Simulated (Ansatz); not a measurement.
# TlInBr6: complex band structure

Aim: relax a made-up compound, TlInBr6, and see how good a tunnel barrier it would be. It is built by putting In for Ga, Br for F in the TlGaF6 structure of space group R-3, with the volume rescaled by atomic radii. The parent structure comes from the Materials Project.

Main program and level: Ansatz 0.2.0; LDA DFT, plane waves, PAW files, in the first sound run; inputs show where later runs differ.

The structure was built from a prototype and need not be the compound's stable phase.

## 1. The starting structure

It takes space group R-3 (No. 148, trigonal). The conventional cell has a = 6.719 Å, b = 6.719 Å, c = 18.706 Å, α = 90.00°, β = 90.00°, γ = 120.00°. Nearest to Tl lie 6 Br at 2.87 Å. In has 6 Br at 2.50 Å nearest. Br has 1 In at 2.50 Å and 1 Tl at 2.87 Å nearest. It derives from TlGaF6. In for Ga, Br for F in the TlGaF6 structure of space group R-3. Farther neighbours and most contacts between anions are not listed.

## 2. Cell and atoms at rest

The substituted atoms don't fit the parent's cell, so cell and atoms relax together. A small smearing keeps the run stable in case the gap closes on the way.

File input.yaml:

```yaml
crystal:
  lattice:
    - [3.3595712952, 1.9396493916, 6.2353388818]
    - [-3.3595712952, 1.9396493916, 6.2353388818]
    - [0.0, -3.8792987833, 6.2353388818]
  atoms:
    - { symbol: Tl, position: [0.0, 0.0, 0.0] }
    - { symbol: In, position: [0.5, 0.5, 0.5] }
    - { symbol: Br, position: [0.72747685, 0.41954973, 0.12056787] }
    - { symbol: Br, position: [0.12056787, 0.72747685, 0.41954973] }
    - { symbol: Br, position: [0.41954973, 0.12056787, 0.72747685] }
    - { symbol: Br, position: [0.87943213, 0.27252315, 0.58045027] }
    - { symbol: Br, position: [0.58045027, 0.87943213, 0.27252315] }
    - { symbol: Br, position: [0.27252315, 0.58045027, 0.87943213] }
kpoints:
  mp_grid: { grid: [4, 4, 4] }
scf:
  occupations: { method: gaussian, width: 0.03 }
hamiltonian:
  xc: lda
output:
  forces: true
  stress: true
relax:
  f_tol: 0.02
  max_steps: 60
  cell: {}
```

On the command line:

```console
> ansatz run input.yaml --threads 2 --pin off --max-ram 4096MiB --backend cpu --events-out ev --progress --plain --runs-dir out
```

Numbers of over 12 decimals in the logs are rounded to 6 here.

What it wrote:

```text
Engine: ansatz 0.2.0, x86_64-unknown-linux-gnu
Pseudopotentials: kind: paw
Pseudopotential: Tl, paw, valence charge 13, recommended cutoff 420 eV (normal), Tl.paw.azcp
Pseudopotential: In, paw, valence charge 13, recommended cutoff 420 eV (normal), In.paw.azcp
Pseudopotential: Br, paw, valence charge 7, recommended cutoff 420 eV (normal), Br.paw.azcp
Functional definition: SPW92
  exchange = slater_x
  correlation = pw_c
Crystal: 8 atoms, lattice volume = 243.791 Å³
Basis set: ecut = 420 eV, 4761 PW (Γ)
Bands: 42, of which v1, the nominal top of the filled ones, is band 34 counted from 1 (33 counted from 0)
Symmetry: 6 space group operations
Space group: R-3 (ITA 148), of the structure as read, at distance tolerance 6.2e-5 Å
k-points: 14 of 64
Non-local potential: Tl, projectors of the file, l = 0: 2, l = 1: 2, l = 2: 2, l = 3: 1
Non-local potential: In, projectors of the file, l = 0: 2, l = 1: 2, l = 2: 2, l = 3: 2
Non-local potential: Br, projectors of the file, l = 0: 2, l = 1: 2, l = 2: 2
PAW form: soft (Blöchl's): semilocal exchange-correlation on the pseudo side does not see the compensation charge
PAW frozen core: Tl, regenerated for the run's functional, and the local potential with it (the file was generated under x = pbe(κ = 0.804, μ = 0.219515), c = pbe(β = 0.066725))
PAW frozen core: In, regenerated for the run's functional, and the local potential with it (the file was generated under x = pbe(κ = 0.804, μ = 0.219515), c = pbe(β = 0.066725))
PAW frozen core: Br, regenerated for the run's functional, and the local potential with it (the file was generated under x = pbe(κ = 0.804, μ = 0.219515), c = pbe(β = 0.066725))
PAW one-centre angular grid: Tl, 590 points (default); XC on 64 Gauss nodes
PAW one-centre angular grid: In, 590 points (default); XC on 64 Gauss nodes
PAW one-centre angular grid: Br, 110 points (default); XC on 64 Gauss nodes
Initial density: superposition of atomic densities (neutral atoms: chi_scale 0, normalization atom), corrected by the library's trained network
Initial wavefunctions: pseudopotential atomic-orbital guess
Functional: x = slater, c = lda
SCF iter   1: F=—  HF=-32770.359565 eV  |F-HF|=—  |Δ(HF+E_count)|=         —  Δρ=4.70e-3  dr2=3.00e-2  ethr=1.77e-3  ⟨swp⟩=9.5  Hψ=3152  notcnv=0  defer=8
preconditioner: auto → Resta (q_TF=auto, 2.205 Å⁻¹)  ε∞=3.5  [insulator: Δε(μ)=0.585 eV  Ē_g=12.471 eV  σ=0.030 eV  W_gap=1.00  n_scr=52 (ndim 8)  ℏωp=19.6 eV  f_vac=0.043  D(μ)=0.00/eV (n_scr^D=0)  ε∞_Penn≈3.5]
SCF iter   2: F=—  HF=-32770.352013 eV  |F-HF|=—  |Δ(HF+E_count)|=   7.55e-3  Δρ=2.29e-3  dr2=8.44e-3  ethr=4.42e-5  ⟨swp⟩=2.0  Hψ=1196  notcnv=0  defer=41
SCF iter   3: F=—  HF=-32770.350299 eV  |F-HF|=—  |Δ(HF+E_count)|=   1.71e-3  Δρ=4.44e-4  dr2=4.08e-4  ethr=1.24e-5  ⟨swp⟩=2.2  Hψ=1005  notcnv=0  defer=41
SCF iter   4: F=—  HF=-32770.350264 eV  |F-HF|=—  |Δ(HF+E_count)|=   3.49e-5  Δρ=1.03e-4  dr2=3.53e-5  ethr=6.00e-7  ⟨swp⟩=3.0  Hψ=1186  notcnv=0  defer=41
SCF iter   5: F=—  HF=-32770.350172 eV  |F-HF|=—  |Δ(HF+E_count)|=   9.19e-5  Δρ=1.86e-5  dr2=1.15e-6  ethr=5.19e-8  ⟨swp⟩=3.0  Hψ=1067  notcnv=0  defer=41
SCF iter   6: F=—  HF=-32770.350172 eV  |F-HF|=—  |Δ(HF+E_count)|=   7.53e-7  Δρ=4.99e-6  dr2=1.15e-7  ethr=1.47e-10  ⟨swp⟩=5.0  Hψ=2324  notcnv=0
SCF iter   7: F=-32770.350172 eV  HF=-32770.350172 eV  |F-HF|=8.15e-9  |Δ(HF+E_count)|=   3.38e-8  Δρ=1.69e-6  dr2=1.50e-8  ethr=1.47e-10  ⟨swp⟩=4.4  Hψ=1956  notcnv=0
SCF 1 converged in 7 iterations: F = -32770.350172 eV  dr2 = 1.50e-8
  greatest PAW one-centre occupation: 0.987 electrons in one spin orbital (limit 2), on the In atom at site 1 (counted from 0), in its partial waves of l = 2
relax step   1: F+E_penalty+E_count = -32770.35017249 eV  Δ(F+E_penalty+E_count) = +0.000e0 eV  max|allowed force component| = 1.486e0 eV/Å  Δτ_max = 0.0000 Å  P = +2.597 GPa  Ω = 243.791 Å³  (7 SCF iters, dr2 threshold 1.00e-7 eV, accepted)
Crystal: 8 atoms, lattice volume = 240.697 Å³
Basis set: ecut = 420 eV, 4695 PW (Γ)
Initial density: handed on by an earlier stage of this run
Initial wavefunctions: those handed on with the density
iter 1 solved again at ethr=9.44e-5 eV; its pass at ethr=3.10e-3 eV (dr2=6.42e-2 eV) is discarded
SCF iter   1: F=—  HF=-32771.238137 eV  |F-HF|=—  |Δ(HF+E_count)|=         —  Δρ=7.35e-3  dr2=6.49e-2  ethr=9.44e-5  ⟨swp⟩=3.0  Hψ=3568  notcnv=0
preconditioner: auto → Resta (q_TF=auto, 2.210 Å⁻¹)  ε∞=3.5  [insulator: Δε(μ)=0.749 eV  Ē_g=12.369 eV  σ=0.030 eV  W_gap=1.00  n_scr=52 (ndim 8)  ℏωp=19.7 eV  f_vac=0.025  D(μ)=0.00/eV (n_scr^D=0)  ε∞_Penn≈3.5]
SCF iter   2: F=—  HF=-32771.223124 eV  |F-HF|=—  |Δ(HF+E_count)|=   1.50e-2  Δρ=3.71e-3  dr2=1.39e-2  ethr=9.44e-5  ⟨swp⟩=3.0  Hψ=1081  notcnv=0
SCF iter   3: F=—  HF=-32771.220049 eV  |F-HF|=—  |Δ(HF+E_count)|=   3.08e-3  Δρ=4.46e-4  dr2=3.14e-4  ethr=2.04e-5  ⟨swp⟩=2.9  Hψ=1054  notcnv=0
SCF iter   4: F=—  HF=-32771.219935 eV  |F-HF|=—  |Δ(HF+E_count)|=   1.13e-4  Δρ=8.06e-5  dr2=1.81e-5  ethr=4.61e-7  ⟨swp⟩=3.0  Hψ=1090  notcnv=0
SCF iter   5: F=—  HF=-32771.219936 eV  |F-HF|=—  |Δ(HF+E_count)|=   9.22e-7  Δρ=2.70e-5  dr2=2.33e-6  ethr=2.66e-8  ⟨swp⟩=3.0  Hψ=1063  notcnv=0
SCF iter   6: F=-32771.219936 eV  HF=-32771.219936 eV  |F-HF|=1.38e-8  |Δ(HF+E_count)|=   1.72e-7  Δρ=5.74e-6  dr2=1.18e-7  ethr=1.18e-9  ⟨swp⟩=5.0  Hψ=2280  notcnv=0
SCF 2 converged in 6 iterations: F = -32771.219936 eV  dr2 = 1.18e-7
  greatest PAW one-centre occupation: 0.986 electrons in one spin orbital (limit 2), on the In atom at site 1 (counted from 0), in its partial waves of l = 2
relax step   2: F+E_penalty+E_count = -32771.21993603 eV  Δ(F+E_penalty+E_count) = -8.698e-1 eV  max|allowed force component| = 2.294e-1 eV/Å  Δτ_max = 0.1980 Å  P = -0.673 GPa  Ω = 240.697 Å³  energy of the carried Pulay correction = +7.152e-4 eV  (6 SCF iters, dr2 threshold 8.00e-7 eV, accepted)
Crystal: 8 atoms, lattice volume = 224.051 Å³
Basis set: ecut = 420 eV, 4339 PW (Γ)
iter 1 solved again at ethr=1.52e-4 eV; its pass at ethr=3.10e-3 eV (dr2=1.03e-1 eV) is discarded
SCF iter   1: F=—  HF=-32771.370554 eV  |F-HF|=—  |Δ(HF+E_count)|=         —  Δρ=6.18e-3  dr2=1.04e-1  ethr=1.52e-4  ⟨swp⟩=2.6  Hψ=3425  notcnv=0
preconditioner: auto → Resta (q_TF=auto, 2.237 Å⁻¹)  ε∞=3.7  [insulator: Δε(μ)=0.415 eV  Ē_g=12.383 eV  σ=0.030 eV  W_gap=1.00  n_scr=52 (ndim 8)  ℏωp=20.5 eV  f_vac=0.009  D(μ)=0.00/eV (n_scr^D=0)  ε∞_Penn≈3.7]
SCF iter   2: F=—  HF=-32771.342569 eV  |F-HF|=—  |Δ(HF+E_count)|=   2.80e-2  Δρ=3.18e-3  dr2=2.27e-2  ethr=1.52e-4  ⟨swp⟩=4.2  Hψ=1114  notcnv=0
SCF iter   3: F=—  HF=-32771.335074 eV  |F-HF|=—  |Δ(HF+E_count)|=   7.50e-3  Δρ=5.06e-4  dr2=7.74e-4  ethr=3.33e-5  ⟨swp⟩=2.7  Hψ=936  notcnv=0
SCF iter   4: F=—  HF=-32771.334851 eV  |F-HF|=—  |Δ(HF+E_count)|=   2.23e-4  Δρ=1.42e-4  dr2=4.32e-5  ethr=1.14e-6  ⟨swp⟩=2.9  Hψ=1198  notcnv=0
SCF iter   5: F=—  HF=-32771.334861 eV  |F-HF|=—  |Δ(HF+E_count)|=   9.53e-6  Δρ=2.63e-5  dr2=1.88e-6  ethr=6.35e-8  ⟨swp⟩=2.4  Hψ=1050  notcnv=0
SCF iter   6: F=-32771.334862 eV  HF=-32771.334862 eV  |F-HF|=6.26e-8  |Δ(HF+E_count)|=   6.58e-7  Δρ=5.78e-6  dr2=9.24e-8  ethr=1.18e-9  ⟨swp⟩=5.0  Hψ=2146  notcnv=0
SCF 3 converged in 6 iterations: F = -32771.334862 eV  dr2 = 9.24e-8
relax step   3: F+E_penalty+E_count = -32771.33486169 eV  Δ(F+E_penalty+E_count) = -1.149e-1 eV  max|allowed force component| = 8.638e-2 eV/Å  Δτ_max = 0.1775 Å  P = -0.100 GPa  Ω = 224.051 Å³  energy of the carried Pulay correction = +4.725e-3 eV  (6 SCF iters, dr2 threshold 8.00e-7 eV, accepted)
[...]
relax step   4: F+E_penalty+E_count = -32771.34358547 eV  Δ(F+E_penalty+E_count) = -8.724e-3 eV  max|allowed force component| = 2.289e-2 eV/Å  Δτ_max = 0.0452 Å  P = -0.160 GPa  Ω = 227.188 Å³  energy of the carried Pulay correction = +3.948e-3 eV  (5 SCF iters, dr2 threshold 4.66e-7 eV, accepted)
[...]
relax step   5: F+E_penalty+E_count = -32771.34588410 eV  Δ(F+E_penalty+E_count) = -2.299e-3 eV  max|allowed force component| = 3.027e-3 eV/Å  Δτ_max = 0.0122 Å  P = +0.015 GPa  Ω = 225.729 Å³  energy of the carried Pulay correction = +4.308e-3 eV  (5 SCF iters, dr2 threshold 1.13e-7 eV, accepted)
Initial wavefunctions: pseudopotential atomic-orbital guess (no wavefunctions were taken with the density)
iter 1 solved again at ethr=8.63e-7 eV; its pass at ethr=3.10e-3 eV (dr2=5.87e-4 eV) is discarded
SCF iter   1: F=—  HF=-32771.342222 eV  |F-HF|=—  |Δ(HF+E_count)|=         —  Δρ=9.05e-5  dr2=2.77e-6  ethr=8.63e-7  ⟨swp⟩=3.1  Hψ=4522  notcnv=0
preconditioner: auto → Resta (q_TF=auto, 2.234 Å⁻¹)  ε∞=3.7  [insulator: Δε(μ)=0.521 eV  Ē_g=12.384 eV  σ=0.030 eV  W_gap=1.00  n_scr=46 (ndim 8)  ℏωp=20.4 eV  f_vac=0.013  D(μ)=0.00/eV (n_scr^D=0)  ε∞_Penn≈3.7]
SCF iter   2: F=—  HF=-32771.342126 eV  |F-HF|=—  |Δ(HF+E_count)|=   9.66e-5  Δρ=4.61e-5  dr2=7.00e-7  ethr=4.07e-9  ⟨swp⟩=2.9  Hψ=1099  notcnv=0
SCF iter   3: F=—  HF=-32771.342126 eV  |F-HF|=—  |Δ(HF+E_count)|=   2.92e-7  Δρ=5.72e-6  dr2=2.05e-8  ethr=1.03e-9  ⟨swp⟩=2.6  Hψ=920  notcnv=0
SCF iter   4: F=—  HF=-32771.342126 eV  |F-HF|=—  |Δ(HF+E_count)|=   1.20e-9  Δρ=7.29e-7  dr2=7.59e-10  ethr=3.01e-11  ⟨swp⟩=2.7  Hψ=1138  notcnv=0
SCF iter   5: F=—  HF=-32771.342126 eV  |F-HF|=—  |Δ(HF+E_count)|=  1.31e-10  Δρ=1.94e-7  dr2=8.97e-11  ethr=1.00e-12  ⟨swp⟩=5.4  Hψ=2348  notcnv=0
SCF iter   6: F=-32771.342126 eV  HF=-32771.342126 eV  |F-HF|=7.28e-12  |Δ(HF+E_count)|=  1.46e-11  Δρ=4.87e-8  dr2=1.01e-11  ethr=1.00e-12  ⟨swp⟩=4.0  Hψ=1903  notcnv=0
SCF 6 converged in 6 iterations: F = -32771.342126 eV  dr2 = 1.01e-11
relax step   6: F+E_penalty+E_count = -32771.34212583 eV  Δ(F+E_penalty+E_count) = +3.758e-3 eV  max|allowed force component| = 3.255e-3 eV/Å  Δτ_max = 0.0000 Å  P = +0.011 GPa  Ω = 225.729 Å³  stress off target by 1.83e-2 GPa  SCF on the basis re-selected at this cell (its energy is not comparable with the rows above)  (6 SCF iters)
basis re-selected at this cell: Δ(F+E_penalty+E_count) = +3.758e-3 eV, ΔP = -0.005 GPa vs the last step (what re-selecting the basis moved, of the pressure what is left beyond the Pulay correction that the steps carried, after the strain that the cell walked since its last selection, with what the two solves' SCF thresholds leave and, on support functions, any second-order correction that the steps lacked; it is no measure of the basis error at this ecutwfc). The dense FFT grid was sized anew with the basis: this SCF ran on 48×48×48 points, the steps before it on 50×50×50, so part of this shift can come from that change (see relax.cell in the input reference). [rest of the remark cut]
SCF converged after 6 iterations
Free energy (F): -32771.342126 eV
Harris-Foulkes:  -32771.342126 eV  (|F-HF|=7.28e-12)
Internal energy: -32771.342126 eV  (E = F + TS)
E sigma→0 (E₀):  -32771.342126 eV
Fermi energy:    4.230673 eV
--- Per-component energies (eV) ---
  E_band       = -210.150669
  E_kinetic    = 1385.034948
  E_local      = -3953.179641  (includes V_loc(G=0)·N_el)
  E_nonlocal   = 1126.436090
  E_hartree    = 1383.153523
  E_xc         = -2003.660419
  E_vxc        = -866.315913  (∫ρ·V_xc dr)
  E_paw        = -26859.399650  (= ΣΔE_a)
  E_vpaw       = -668.433202  (= ΣTr[D̂ρ^β])
  E_aug_tail   = 0.000058  (compensation charges beyond the density's cutoff)
  E_ewald      = -3851.109078
  E_core_change = 1.382043  (= ΣΔE_core)
  E_smearing   = -0.000000  (= −TS)
  E_closure    = -0.000000  (closes the sum)
  Σ components = -32771.342126   (vs F -32771.342126, Δ=0.00e0)
--- Forces (eV/Å), atoms counted from 1 ---
  atom   1  Tl    -0.00000000     0.00000000    -0.00000000
  atom   2  In    -0.00000000     0.00000000    -0.00000000
  atom   3  Br    -0.00142863     0.00293428     0.00125392
  atom   4  Br    -0.00182684    -0.00270437     0.00125392
  atom   5  Br     0.00325548    -0.00022991     0.00125392
  atom   6  Br     0.00182684     0.00270437    -0.00125392
  atom   7  Br    -0.00325548     0.00022991    -0.00125392
  atom   8  Br     0.00142863    -0.00293428    -0.00125392
  max |Σ_I F_I| component: 9.32e-18 eV/Å
--- Stress (GPa, compression-positive) ---
        0.006886      -0.000000      -0.000000
        0.000000       0.006886      -0.000000
       -0.000000      -0.000000       0.018269
  P = ⅓ Tr σ = 0.0107 GPa (0.107 kbar)
--- Relaxed structure (5 steps of the walk, 5 accepted, 1 SCFs on fresh bases) ---
  F+E_penalty+E_count = -32771.34212583 eV   max|allowed force component| = 3.255e-3 eV/Å   (the final SCF, on the basis selected at the relaxed cell)
  cell:  # Å, volume = 225.7294 Å³
    - [3.280702, 1.894114, 6.054298]
    - [-3.280702, 1.894114, 6.054298]
    - [-4.313985863183026e-19, -3.788229, 6.054298]
  atoms:
    - { symbol: Tl, position: [2.7878054596104198e-18, -3.0130936248448432e-18, 7.817049082104435e-19] }
    - { symbol: In, position: [0.500000, 0.500000, 0.5] }
    - { symbol: Br, position: [0.744002, 0.438969, 0.071344] }
    - { symbol: Br, position: [0.071344, 0.744002, 0.438969] }
    - { symbol: Br, position: [0.438969, 0.071344, 0.744002] }
    - { symbol: Br, position: [0.928656, 0.255998, 0.561031] }
    - { symbol: Br, position: [0.561031, 0.928656, 0.255998] }
    - { symbol: Br, position: [0.255998, 0.561031, 0.928656] }
```

It took 12 s on 2 threads of Intel Xeon 6975P-C (Granite Rapids), shared host; peak memory 0.61 GiB; 23 s of CPU time.

The steps of the relaxation:

```csv
step,energy less that of the first step (eV),largest force component (eV/Å),pressure (GPa),volume (Å³)
1,0.0000,1.4862,2.60,243.79
2,-0.8698,0.2294,-0.67,240.70
3,-0.9847,0.0864,-0.10,224.05
4,-0.9934,0.0229,-0.16,227.19
5,-0.9957,0.0030,0.02,225.73
6*,-0.9920,0.0033,0.01,225.73
```

Relaxation steps marked * repeat the geometry before them on a plane-wave basis chosen anew for their cell, so energy and pressure can jump there.

Forces are held to the 6 operations that the run works with; a distortion that breaks them can't arise in this run.

```csv
"conventional cell, symmetrised",before,after,change
a (Å),6.719,6.561,-2.3 %
b (Å),6.719,6.561,-2.3 %
c (Å),18.706,18.163,-2.9 %
volume (Å³/atom),30.47,28.22,-7.4 %
```

The atoms that moved most (Å, as changes of fractional coordinates times the final cell):

```csv
atom,dx,dy,dz,length
Br6,0.216,0.135,0.080,0.267
Br5,0.225,-0.119,-0.080,0.267
Br4,-0.216,-0.135,-0.080,0.267
Br3,-0.009,0.255,-0.080,0.267
Br7,-0.225,0.119,0.080,0.267
Br8,0.009,-0.255,0.080,0.267
```

Numbers from this step:

- free energy: -32771.3421 eV
- Fermi energy: 4.231 eV
- pressure: 0.01068 GPa

The largest force component on a free atom ends at 0.0033 eV/Å.

(Part 1 of 3 ends here.)

[Logs are printed without paths, hosts, clocks, repeated set-up lines and the standing remarks that a program may print on its own settings, such as how far it seeks lower states.]

[Hosts, paths, dates, database ids (printed as entryN), source tags and the programs' standing remarks are cut or masked in the printed files.]
